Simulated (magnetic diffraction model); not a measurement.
## Which magnetic order? HoSnPb

Space group Pnma (no. 62), a = 7.8150 Å, b = 4.8890 Å, c = 8.4400 Å.

| site | atom | x | y | z |
| --- | --- | --- | --- | --- |
| 4c | Pb | 0.1948 | 3/4 | 0.9105 |
| 4c | Ho | 0.5007 | 3/4 | 0.1998 |
| 4c | Sn | 0.2964 | 3/4 | 0.5850 |

This is a made-up structure (elements placed in a structure type, unrelaxed), so the numbers test the method and describe no known phase.

Only Ho is taken to order (form factors of Ho3+); orders and moment sizes are assumed, and not adapted to the symmetry. Radiation: neutrons of λ = 1.8 Å, 3° to 40°; isotropic B of 0.14 Å² (Pb), 0.12 Å² (Ho) and 0.15 Å² (Sn). Simulated constant-wavelength pattern: nuclear and magnetic terms add, the magnetic one as |2.695 fm × Σ f S⊥ exp(2πi Q·r) exp(−B s²)|², summed over all Q at one angle with the factor 1/(sin²θ cos θ). For a modulated order the moment at position r is S exp(−2πi k·r) + c.c., with S = m/2 for a sine wave of amplitude m and S = m(u + iv)/2 for moments turning in a plane, u and v being orthogonal unit vectors in it; the phase factor of the sum at Q = H + k is then exp(2πi H·r). Free-ion form factors, Sears's scattering lengths of 1992, no absorption; a label names one of the reflections at its angle. The strongest nuclear line in the range is 100, and lines under 0.2 are left out.

Above the ordering temperature:

```csv
2θ (°),index,I
18.06,(1 0 1),3.0
26.63,(2 0 0),4.4
28.00,(1 1 1),4.5
28.05,(1 0 2),3.2
29.41,(2 0 1),0.7
34.30,(2 1 0),2.0
35.44,(1 1 2),44.7
36.55,(2 1 1),100.0
36.59,(2 0 2),36.6
39.75,(1 0 3),7.9
```

Below it (cell unchanged):

```
2θ (°)      I
  8.15   77.6
 13.85  298.8
 16.35   18.8
 18.06    3.0
 24.45   92.9
 26.41  140.3
 26.63    4.4
 27.90    6.6
 28.00    4.5
 28.05    3.2
 29.41    0.7
 29.65   28.3
 30.09  125.0
 31.41    5.9
 31.83   55.9
 33.04   28.4
 34.30    2.0
 35.44   44.7
 36.06   20.3
 36.55  100.0
 36.59   36.6
 39.75    7.9
```

**Question.** Find the propagation vector, then choose among these models:
A. moments turning in the plane of [100] and [010], 9.8 μB on Ho; signs + at (0.5007, 3/4, 0.1998), − at (0.0007, 3/4, 0.3002), + at (0.4993, 1/4, 0.8002), − at (0.9993, 1/4, 0.6998)
B. moments turning in the plane of [010] and [001], 9.8 μB on Ho; signs + at (0.5007, 3/4, 0.1998), − at (0.0007, 3/4, 0.3002), + at (0.4993, 1/4, 0.8002), − at (0.9993, 1/4, 0.6998)
C. a sine wave with moments along [001] (amplitudes given), 9.8 μB on Ho; signs + at (0.5007, 3/4, 0.1998), − at (0.0007, 3/4, 0.3002), + at (0.4993, 1/4, 0.8002), − at (0.9993, 1/4, 0.6998)
D. moments turning in the plane of [001] and [100], 9.8 μB on Ho; signs + at (0.5007, 3/4, 0.1998), − at (0.0007, 3/4, 0.3002), + at (0.4993, 1/4, 0.8002), − at (0.9993, 1/4, 0.6998)

The new lines index as (0 0 2/3) at 8.15°, (1 0 1/3) at 13.85°, (0 0 4/3) at 16.35° and (1 0 5/3) at 24.45°, that is as H ± k with k = (0 0 1/3). Satellites come in pairs about each point of the reciprocal lattice.

Magnetic intensity, observed (below minus above) and for each model:

| 2θ (°) | index | observed | A | B | C | D |
| --- | --- | --- | --- | --- | --- | --- |
| 8.15 | (0 0 2/3) | 77.6 | 77.6 | 38.8 | <0.2 | 38.8 |
| 13.85 | (1 0 1/3) | 298.8 | 298.8 | 525.8 | 250.9 | 274.9 |
| 24.45 | (1 0 5/3) | 92.9 | 92.9 | 70.7 | 16.1 | 54.5 |
| 26.41 | (1 1 2/3) | 140.3 | 140.3 | 160.4 | 115.5 | 211.0 |
| 29.65 | (0 1 5/3) | 28.3 | 28.3 | 19.1 | 9.9 | 29.0 |
| 30.09 | (1 1 4/3) | 125.0 | 125.0 | 115.1 | 67.3 | 144.6 |
| 31.83 | (1 0 7/3) | 55.9 | 55.9 | 36.0 | 5.4 | 30.6 |
| 33.04 | (0 0 8/3) | 28.4 | 28.4 | 14.2 | <0.2 | 14.2 |

Model A matches.

The structure used: k = (0 0 1/3), moments turning in the plane of [100] and [010], 9.8 μB on Ho; signs + at (0.5007, 3/4, 0.1998), − at (0.0007, 3/4, 0.3002), + at (0.4993, 1/4, 0.8002), − at (0.9993, 1/4, 0.6998).

[Logs are printed without paths, hosts, clocks, repeated set-up lines and the standing remarks that a program may print on its own settings, such as how far it seeks lower states.]
